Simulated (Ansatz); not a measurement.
# Ge wire along [110], 36 atoms a period, H-terminated: bands by functional and under strain, part 2 of 2

What gap, if any, does the Ge wire along [110], 36 atoms a period, H-terminated have, and how does it change with the functional and under strain?

Ansatz 0.2.0; DFT PBE, plane waves, PAW; relaxation of a wire's period; PAW set soft_1 (the session's first sound run).

So far, band gap (eV): step 3 (the perfect wire) 0.995.

## 4. Levels at the same atoms, cutoff 500 eV, k-mesh 1×1×15

This step: DFT r2SCAN, plane waves, PAW; bands of a perfect wire at the PBE geometry; PAW set soft_1 (Ansatz 0.2.0).

The atoms stay at the PBE geometry and the functional changes. r2SCAN also reads the kinetic-energy density; it often gives larger moments and wider gaps than PBE, at a higher cost. Against the first PBE run of this kind, the cutoff is 500 eV against 420 and the mesh along the wire has 15 points against 20.

Contents of input.yaml:

```yaml
crystal:
  lattice:
    - [24.441, 0.0, 0.0]
    - [0.0, 23.603, 0.0]
    - [0.0, 0.0, 4.117917921]
  atoms:
    - { symbol: H, position: [0.201400841, 0.681728738, 0.0] }
    - { symbol: H, position: [0.20135496, 0.404444394, 0.0] }
    - { symbol: Ge, position: [0.237941962, 0.458488973, 0.0] }
    - { symbol: Ge, position: [0.412116867, 0.370977569, 0.0] }
    - { symbol: Ge, position: [0.41226202, 0.714850528, 0.0] }
    - { symbol: H, position: [0.434640791, 0.85323182, 0.0] }
    - { symbol: H, position: [0.447792426, 0.146512218, 0.0] }
    - { symbol: Ge, position: [0.470950398, 0.284961956, 0.0] }
    - { symbol: Ge, position: [0.470887079, 0.456995881, 0.0] }
    - { symbol: Ge, position: [0.646053245, 0.371012697, 0.0] }
    - { symbol: Ge, position: [0.644983453, 0.713379172, 0.0] }
    - { symbol: H, position: [0.682075633, 0.146281088, 0.0] }
    - { symbol: Ge, position: [0.703316961, 0.284825125, 0.0] }
    - { symbol: Ge, position: [0.704749843, 0.457028357, 0.0] }
    - { symbol: H, position: [0.258455985, 0.284807781, 0.202643877] }
    - { symbol: H, position: [0.858896639, 0.542978739, 0.201906194] }
    - { symbol: H, position: [0.141103361, 0.542978739, 0.298093806] }
    - { symbol: H, position: [0.741544015, 0.284807781, 0.297356123] }
    - { symbol: Ge, position: [0.296683039, 0.284825125, 0.5] }
    - { symbol: Ge, position: [0.295102156, 0.62884562, 0.5] }
    - { symbol: Ge, position: [0.295250157, 0.457028357, 0.5] }
    - { symbol: H, position: [0.317924367, 0.146281088, 0.5] }
    - { symbol: H, position: [0.318190285, 0.767337349, 0.5] }
    - { symbol: Ge, position: [0.354795176, 0.200078398, 0.5] }
    - { symbol: Ge, position: [0.353946755, 0.371012697, 0.5] }
    - { symbol: Ge, position: [0.353802828, 0.543015027, 0.5] }
    - { symbol: Ge, position: [0.355016547, 0.713379172, 0.5] }
    - { symbol: Ge, position: [0.529049602, 0.284961956, 0.5] }
    - { symbol: Ge, position: [0.529099451, 0.629006414, 0.5] }
    - { symbol: Ge, position: [0.529112921, 0.456995881, 0.5] }
    - { symbol: Ge, position: [0.52825362, 0.799558159, 0.5] }
    - { symbol: H, position: [0.552207574, 0.146512218, 0.5] }
    - { symbol: H, position: [0.565359209, 0.85323182, 0.5] }
    - { symbol: Ge, position: [0.588900003, 0.200379653, 0.5] }
    - { symbol: Ge, position: [0.587883133, 0.370977569, 0.5] }
    - { symbol: Ge, position: [0.588034605, 0.543030241, 0.5] }
    - { symbol: Ge, position: [0.58773798, 0.714850528, 0.5] }
    - { symbol: Ge, position: [0.762123237, 0.627604199, 0.5] }
    - { symbol: Ge, position: [0.762058038, 0.458488973, 0.5] }
    - { symbol: H, position: [0.798599159, 0.681728738, 0.5] }
    - { symbol: H, position: [0.79864504, 0.404444394, 0.5] }
    - { symbol: Ge, position: [0.820783373, 0.5430202, 0.5] }
    - { symbol: H, position: [0.141103361, 0.542978739, 0.701906194] }
    - { symbol: H, position: [0.741544015, 0.284807781, 0.702643877] }
    - { symbol: H, position: [0.258455985, 0.284807781, 0.797356123] }
    - { symbol: H, position: [0.858896639, 0.542978739, 0.798093806] }
    - { symbol: Ge, position: [0.179216627, 0.5430202, 0.0] }
    - { symbol: Ge, position: [0.237876763, 0.627604199, 0.0] }
    - { symbol: Ge, position: [0.411099997, 0.200379653, 0.0] }
    - { symbol: Ge, position: [0.411965395, 0.543030241, 0.0] }
    - { symbol: Ge, position: [0.470900549, 0.629006414, 0.0] }
    - { symbol: Ge, position: [0.47174638, 0.799558159, 0.0] }
    - { symbol: Ge, position: [0.645204824, 0.200078398, 0.0] }
    - { symbol: Ge, position: [0.646197172, 0.543015027, 0.0] }
    - { symbol: H, position: [0.681809715, 0.767337349, 0.0] }
    - { symbol: Ge, position: [0.704897844, 0.62884562, 0.0] }
kpoints:
  mp_grid: { grid: [1, 1, 15] }
  band_path: { path: ["Γ", Z], npoints: 90 }
scf:
  occupations: { method: fermi_dirac, width: 0.05 }
hamiltonian:
  xc: r2scan
  pseudopotentials: { kind: paw, azcp: { folder: soft_1 } }
```

Launch:

```console
> ansatz run input.yaml --threads 16 --pin off --max-ram 61440MiB --backend cuda --events-out ev --progress --plain --runs-dir out --max-vram 78GiB
```

Numbers of over 12 decimals in the logs are rounded to 6 here.

Output:

```text
[...]
Crystal: 56 atoms, lattice volume = 2375.548 Å³
Basis set: ecut = 500 eV, 60449 PW (Γ), exchange–correlation on 720×720×128 points (64 copies of the dense FFT grid, shifted against one another)
Bands: 318, of which v1, the nominal top of the filled ones, is band 262 counted from 1 (261 counted from 0)
Symmetry: 4 space group operations
[...]
k-points: 8 of 15
[...]
SCF iter   1: F=—  HF=-155220.510191 eV  |F-HF|=—  |Δ(HF+E_count)|=         —  Δρ=3.25e-2  dr2=2.04e1  dr2_τ=1.74e-1  ethr=3.10e-3  ⟨swp⟩=6.0  Hψ=9540  notcnv=0  defer=184
[...]
SCF iter   6: F=—  HF=-155218.188841 eV  |F-HF|=—  |Δ(HF+E_count)|=   7.97e-3  Δρ=3.24e-4  dr2=4.75e-3  dr2_τ=7.18e-5  ethr=2.73e-6  ⟨swp⟩=2.2  Hψ=2838  notcnv=0  defer=368
[...]
SCF iter  11: F=—  HF=-155218.189766 eV  |F-HF|=—  |Δ(HF+E_count)|=   2.00e-6  Δρ=3.42e-6  dr2=5.13e-7  dr2_τ=4.56e-9  ethr=6.96e-10  ⟨swp⟩=2.0  Hψ=2824  notcnv=0  defer=368
[...]
SCF iter  13: F=-155218.189767 eV  HF=-155218.189767 eV  |F-HF|=6.14e-9  |Δ(HF+E_count)|=   1.73e-8  Δρ=7.65e-7  dr2=1.59e-8  dr2_τ=1.67e-10  ethr=1.91e-11  ⟨swp⟩=4.1  Hψ=5294  notcnv=0
SCF 1 converged in 13 iterations: F = -155218.189767 eV  dr2 = 1.59e-8
[...]
the band table was solved once the SCF had ended and its energy, with any forces and stress, was formed, with the checks that follow a solve (9919 applications of the Hamiltonian). They found nothing against the state; the energy, forces and stress were not computed again (output.eigenvalues in the input reference)
[...]
SCF converged after 13 iterations
[...]
```

It took 32 s on 1 × NVIDIA GB200 with 16 threads of Arm Neoverse V2, shared host; peak memory 4.9 GiB; 4.9 min of CPU time.

Numbers from this step:

| Item | Value |
| --- | --- |
| band gap | 1.273 eV |

Electronic bands along the path, in eV, zero at the Fermi level; v1 is the highest filled band, c1 the lowest empty one:

```csv
point,v4,v3,v2,v1,c1,c2,c3,c4
Γ,-1.17,-1.13,-0.86,-0.62,0.65,0.66,0.76,0.84
halfway,-1.63,-1.47,-1.47,-1.34,1.57,1.61,1.71,1.78
Z,-2.04,-2.04,-2.00,-2.00,1.21,1.21,1.47,1.47
```

The gap is 1.27 eV, against 0.995 eV under PBE at the relaxed period.

## 5. Strain along the wire, period over the relaxed period 0.97, k-mesh 1×1×16

This step: DFT PBE, plane waves, PAW; relaxation at a fixed period; PAW set soft_1 (Ansatz 0.2.0).

The period is set to 0.97 times the relaxed one and the atoms relax within it: strain changes bond lengths and angles, which shifts the bands against each other. Against the first PBE run of this kind, the mesh along the wire has 16 points against 20.

The cell differs from the one that the last finished run ended in (c 4.118 → 3.994 Å).

Edit input.yaml of step 4 so:

```diff
@@ -4,3 +4,3 @@
     - [0.0, 23.603, 0.0]
-    - [0.0, 0.0, 4.117917921]
+    - [0.0, 0.0, 3.9943803834]
   atoms:
@@ -63,3 +63,3 @@
 kpoints:
-  mp_grid: { grid: [1, 1, 15] }
+  mp_grid: { grid: [1, 1, 16] }
   band_path: { path: ["Γ", Z], npoints: 90 }
@@ -68,3 +68,8 @@
 hamiltonian:
-  xc: r2scan
+  xc: pbe
   pseudopotentials: { kind: paw, azcp: { folder: soft_1 } }
+relax:
+  max_steps: 40
+  f_tol: 0.02
+output:
+  stress: true
```

Output:

```text
Warning: output.stress: scf.convergence.dr2_threshold = 1e-7 eV (the SCF's general default) is looser than the 5.6e-9 eV advised for a printed stress (1e-10 eV for each atom of the cell: 56). What an SCF threshold leaves in a stress goes as its square root, and in the free energy as the threshold itself, and one threshold admits the most on a small cell: [figures from the program's tests cut] Every solve of this run answers to scf.convergence.dr2_threshold,  [...]
[...]
Crystal: 56 atoms, lattice volume = 2304.282 Å³
Basis set: ecut = 420 eV, 45111 PW (Γ), exchange–correlation on 360×320×54 points (8 copies of the dense FFT grid, shifted against one another)
Bands: 318, of which v1, the nominal top of the filled ones, is band 262 counted from 1 (261 counted from 0)
Symmetry: 4 space group operations
[...]
k-points: 9 of 16
[...]
SCF iter   1: F=—  HF=-154936.962814 eV  |F-HF|=—  |Δ(HF+E_count)|=         —  Δρ=3.39e-2  dr2=2.22e1  ethr=3.10e-3  ⟨swp⟩=6.0  Hψ=10599  notcnv=0  defer=138
[...]
SCF iter   2: F=—  HF=-154932.607634 eV  |F-HF|=—  |Δ(HF+E_count)|=    4.36e0  Δρ=1.54e-2  dr2=5.79e0  ethr=3.10e-3  ⟨swp⟩=2.8  Hψ=3857  notcnv=0  defer=380
[...]
SCF iter  10: F=-154931.482580 eV  HF=-154931.482579 eV  |F-HF|=4.13e-7  |Δ(HF+E_count)|=   1.93e-5  Δρ=1.39e-5  dr2=6.27e-6  ethr=1.91e-9  ⟨swp⟩=4.0  Hψ=8280  notcnv=0
SCF 1 converged in 10 iterations: F = -154931.482580 eV  dr2 = 6.27e-6
[...]
relax step   1: F+E_penalty+E_count = -154931.48257964 eV  Δ(F+E_penalty+E_count) = +0.000e0 eV  max|allowed force component| = 4.643e-1 eV/Å  Δτ_max = 0.0000 Å  (10 SCF iters, dr2 threshold 1.00e-5 eV, accepted)
[...]
SCF 2 converged in 8 iterations: F = -154931.591386 eV  dr2 = 2.17e-6
relax step   2: F+E_penalty+E_count = -154931.59138628 eV  Δ(F+E_penalty+E_count) = -1.088e-1 eV  max|allowed force component| = 1.563e-1 eV/Å  Δτ_max = 0.0781 Å  (8 SCF iters, dr2 threshold 1.35e-5 eV, accepted)
[...]
SCF 3 converged in 7 iterations: F = -154931.595994 eV  dr2 = 5.75e-7
[...]
relax step   3: F+E_penalty+E_count = -154931.59599366 eV  Δ(F+E_penalty+E_count) = -4.607e-3 eV  max|allowed force component| = 2.617e-2 eV/Å  Δτ_max = 0.0231 Å  (7 SCF iters, dr2 threshold 1.53e-6 eV, accepted)
[...]
SCF 4 converged in 7 iterations: F = -154931.596510 eV  dr2 = 4.07e-8
relax step   4: F+E_penalty+E_count = -154931.59650968 eV  Δ(F+E_penalty+E_count) = -5.160e-4 eV  max|allowed force component| = 1.919e-3 eV/Å  Δτ_max = 0.0080 Å  (7 SCF iters, accepted)
[...]
SCF converged after 7 iterations
[...]
atoms:
    - { symbol: H, position: [0.198590, 0.681991, 9.368937330531116e-19] }
    - { symbol: H, position: [0.198098, 0.404585, 1.0884308212073997e-18] }
    - { symbol: Ge, position: [0.234746, 0.458519, 1.067579969039329e-18] }
    - { symbol: Ge, position: [0.411636, 0.370876, 1.4550096790511817e-19] }
    - { symbol: Ge, position: [0.411884, 0.715014, 1.105980065095101e-19] }
    - { symbol: H, position: [0.434040, 0.853516, 1.8609392602253597e-19] }
    - { symbol: H, position: [0.447220, 0.146181, 1.7650988647286478e-19] }
    - { symbol: Ge, position: [0.470199, 0.284806, 2.3736514458759897e-19] }
    - { symbol: Ge, position: [0.470139, 0.456932, 2.363374648073972e-19] }
    - { symbol: Ge, position: [0.648029, 0.370858, -6.890481488654041e-19] }
    - { symbol: Ge, position: [0.646850, 0.713557, -6.5181680834043375e-19] }
    - { symbol: H, position: [0.683813, 0.146045, -6.079603351209779e-19] }
    - { symbol: Ge, position: [0.705005, 0.284626, -5.912758475924152e-19] }
    - { symbol: Ge, position: [0.706440, 0.456904, -5.919692571535797e-19] }
    - { symbol: H, position: [0.256288, 0.284497, 0.197250] }
    - { symbol: H, position: [0.862127, 0.543220, 0.196643] }
    - { symbol: H, position: [0.137873, 0.543220, 0.303357] }
    - { symbol: H, position: [0.743712, 0.284497, 0.302750] }
    - { symbol: Ge, position: [0.294995, 0.284626, 0.500000] }
    - { symbol: Ge, position: [0.293617, 0.628951, 0.500000] }
    - { symbol: Ge, position: [0.293560, 0.456904, 0.500000] }
    - { symbol: H, position: [0.316187, 0.146045, 0.500000] }
    - { symbol: H, position: [0.316377, 0.767485, 0.500000] }
    - { symbol: Ge, position: [0.352896, 0.199900, 0.500000] }
    - { symbol: Ge, position: [0.351971, 0.370858, 0.500000] }
    - { symbol: Ge, position: [0.351846, 0.542945, 0.500000] }
    - { symbol: Ge, position: [0.353150, 0.713557, 0.500000] }
    - { symbol: Ge, position: [0.529801, 0.284806, 0.500000] }
    - { symbol: Ge, position: [0.529848, 0.629062, 0.500000] }
    - { symbol: Ge, position: [0.529861, 0.456932, 0.500000] }
    - { symbol: Ge, position: [0.529008, 0.799800, 0.500000] }
    - { symbol: H, position: [0.552780, 0.146181, 0.500000] }
    - { symbol: H, position: [0.565960, 0.853516, 0.500000] }
    - { symbol: Ge, position: [0.589277, 0.200113, 0.500000] }
    - { symbol: Ge, position: [0.588364, 0.370876, 0.500000] }
    - { symbol: Ge, position: [0.588488, 0.543017, 0.500000] }
    - { symbol: Ge, position: [0.588116, 0.715014, 0.500000] }
    - { symbol: Ge, position: [0.765102, 0.627817, 0.500000] }
    - { symbol: Ge, position: [0.765254, 0.458519, 0.500000] }
    - { symbol: H, position: [0.801410, 0.681991, 0.500000] }
    - { symbol: H, position: [0.801902, 0.404585, 0.500000] }
    - { symbol: Ge, position: [0.823488, 0.543233, 0.500000] }
    - { symbol: H, position: [0.137873, 0.543220, 0.696643] }
    - { symbol: H, position: [0.743712, 0.284497, 0.697250] }
    - { symbol: H, position: [0.256288, 0.284497, 0.802750] }
    - { symbol: H, position: [0.862127, 0.543220, 0.803357] }
    - { symbol: Ge, position: [0.176512, 0.543233, 9.009144551101458e-19] }
    - { symbol: Ge, position: [0.234898, 0.627817, 9.939554284637992e-19] }
    - { symbol: Ge, position: [0.410723, 0.200113, 1.1031977366858356e-19] }
    - { symbol: Ge, position: [0.411512, 0.543017, 1.361532459540831e-19] }
    - { symbol: Ge, position: [0.470152, 0.629062, 2.362634443465164e-19] }
    - { symbol: Ge, position: [0.470992, 0.799800, 2.3828439148303887e-19] }
    - { symbol: Ge, position: [0.647104, 0.199900, -6.629193119045452e-19] }
    - { symbol: Ge, position: [0.648154, 0.542945, -6.8256147046047945e-19] }
    - { symbol: H, position: [0.683623, 0.767485, -6.337087648989557e-19] }
    - { symbol: Ge, position: [0.706383, 0.628951, -5.224200779551472e-19] }
```

Wall time 29 s (1 × NVIDIA GB200 with 16 threads); peak memory 2.3 GiB.

The steps of the relaxation:

```csv
step,energy less that of the first step (eV),largest force component (eV/Å)
1,0.0000,0.4643
2,-0.1088,0.1563
3,-0.1134,0.0262
4,-0.1139,0.0019
```

Forces are held to the 4 operations that the run works with; a distortion that breaks them can't arise in this run.

The atoms that moved most (Å):

```csv
atom,dx,dy,dz,length
H17,-0.079,0.006,0.021,0.082
H43,-0.079,0.006,-0.021,0.082
H46,0.079,0.006,0.021,0.082
H16,0.079,0.006,-0.021,0.082
H41,0.080,0.003,0.000,0.080
H2,-0.080,0.003,0.000,0.080
Ge39,0.078,0.001,0.000,0.078
Ge3,-0.078,0.001,0.000,0.078
```

This step gave:

| Property | Result |
| --- | --- |
| band gap | 1.024 eV |

Electronic bands along the path, in eV, zero at the Fermi level; v1 is the highest filled band, c1 the lowest empty one:

```csv
point,v4,v3,v2,v1,c1,c2,c3,c4
Γ,-1.09,-1.00,-0.72,-0.49,0.53,0.54,0.58,0.74
halfway,-1.72,-1.60,-1.59,-1.42,1.14,1.19,1.32,1.38
Z,-2.11,-2.11,-2.05,-2.05,0.75,0.75,1.05,1.05
```

The gap is 1.02 eV, against 0.995 eV under PBE at the relaxed period.

## 6. Strain along the wire, period over the relaxed period 1.03, k-mesh 1×1×15

The period is set to 1.03 times the relaxed one and the atoms relax within it: strain changes bond lengths and angles, which shifts the bands against each other. Against the first PBE run of this kind, the mesh along the wire has 15 points against 20.

The cell differs from the one that the last finished run ended in (c 3.994 → 4.241 Å).

Edit input.yaml of step 5 so:

```diff
@@ -4,3 +4,3 @@
     - [0.0, 23.603, 0.0]
-    - [0.0, 0.0, 3.9943803834]
+    - [0.0, 0.0, 4.2414554586]
   atoms:
@@ -63,3 +63,3 @@
 kpoints:
-  mp_grid: { grid: [1, 1, 16] }
+  mp_grid: { grid: [1, 1, 15] }
   band_path: { path: ["Γ", Z], npoints: 90 }
```

Output:

```text
[...]
Crystal: 56 atoms, lattice volume = 2446.815 Å³
Basis set: ecut = 420 eV, 47681 PW (Γ), exchange–correlation on 360×320×60 points (8 copies of the dense FFT grid, shifted against one another)
Bands: 318, of which v1, the nominal top of the filled ones, is band 262 counted from 1 (261 counted from 0)
Symmetry: 4 space group operations
[...]
k-points: 8 of 15
[...]
- { symbol: H, position: [0.855421, 0.543181, 0.208613] }
    - { symbol: H, position: [0.144579, 0.543181, 0.291387] }
[...]
- { symbol: H, position: [0.739291, 0.284609, 0.709177] }
    - { symbol: H, position: [0.260709, 0.284609, 0.790823] }
    - { symbol: H, position: [0.855421, 0.543181, 0.791387] }
[...]
- { symbol: Ge, position: [0.472499, 0.799443, 0] }
    - { symbol: Ge, position: [0.643088, 0.200061, 0] }
    - { symbol: Ge, position: [0.644277, 0.542912, 0] }
    - { symbol: H, position: [0.679946, 0.767192, 0] }
    - { symbol: Ge, position: [0.703071, 0.628827, 0] }
[key lines of the parts left out:]
SCF converged after 7 iterations
```

It took 29 s on 1 × NVIDIA GB200 with 16 threads; peak memory 2.3 GiB; 4.5 min of CPU time.

Step by step:

```csv
step,energy less that of the first step (eV),largest force component (eV/Å)
1,0.0000,0.3942
2,-0.0881,0.1382
3,-0.1008,0.0232
4,-0.1013,0.0035
```

Forces are held to the 4 operations that the run works with; a distortion that breaks them can't arise in this run.

The atoms that moved most (Å):

```csv
atom,dx,dy,dz,length
H16,-0.085,0.005,0.028,0.090
H46,-0.085,0.005,-0.028,0.090
H17,0.085,0.005,-0.028,0.090
H43,0.085,0.005,0.028,0.090
Ge38,-0.081,0.002,0.000,0.081
Ge48,0.081,0.002,0.000,0.081
Ge47,0.077,0.004,0.000,0.077
Ge42,-0.077,0.004,0.000,0.077
```

This step gave:

* band gap: 0.8990 eV

Electronic bands along the path, in eV, zero at the Fermi level; v1 is the highest filled band, c1 the lowest empty one:

```csv
point,v4,v3,v2,v1,c1,c2,c3,c4
Γ,-0.80,-0.74,-0.67,-0.44,0.46,0.46,0.54,0.64
halfway,-1.19,-1.02,-1.01,-0.95,1.63,1.66,1.85,1.91
Z,-1.58,-1.58,-1.51,-1.51,1.33,1.33,1.62,1.62
```

The gap is 0.899 eV, against 0.995 eV under PBE at the relaxed period.

## 7. Results

```yaml
cell_length_pbe: 4.118 Å
gap_pbe: 0.995 eV
gap_r2scan: 1.27 eV
gap_period_scaled_by_0p97: 1.02 eV
gap_period_scaled_by_1p03: 0.899 eV
```

**Reading.** Under PBE the cell's length is 4.12 Å, and a gap of 1.00 eV makes it a semiconductor. At the relaxed period the wire is gapped under every functional, from 1.00 eV (PBE) to 1.27 eV (r2SCAN). Weak screening in one dimension makes quasiparticle gaps larger than the semilocal gaps, as a rule. Strain matters: under PBE the gap goes from 1.00 eV to 1.02 eV at 0.97 times the period and 0.899 eV at 1.03 times the period.

[Logs are printed without paths, hosts, clocks, repeated set-up lines and the standing remarks that a program may print on its own settings, such as how far it seeks lower states.]

[Hosts, paths, dates, database ids (printed as entryN), source tags and the programs' standing remarks are cut or masked in the printed files.]
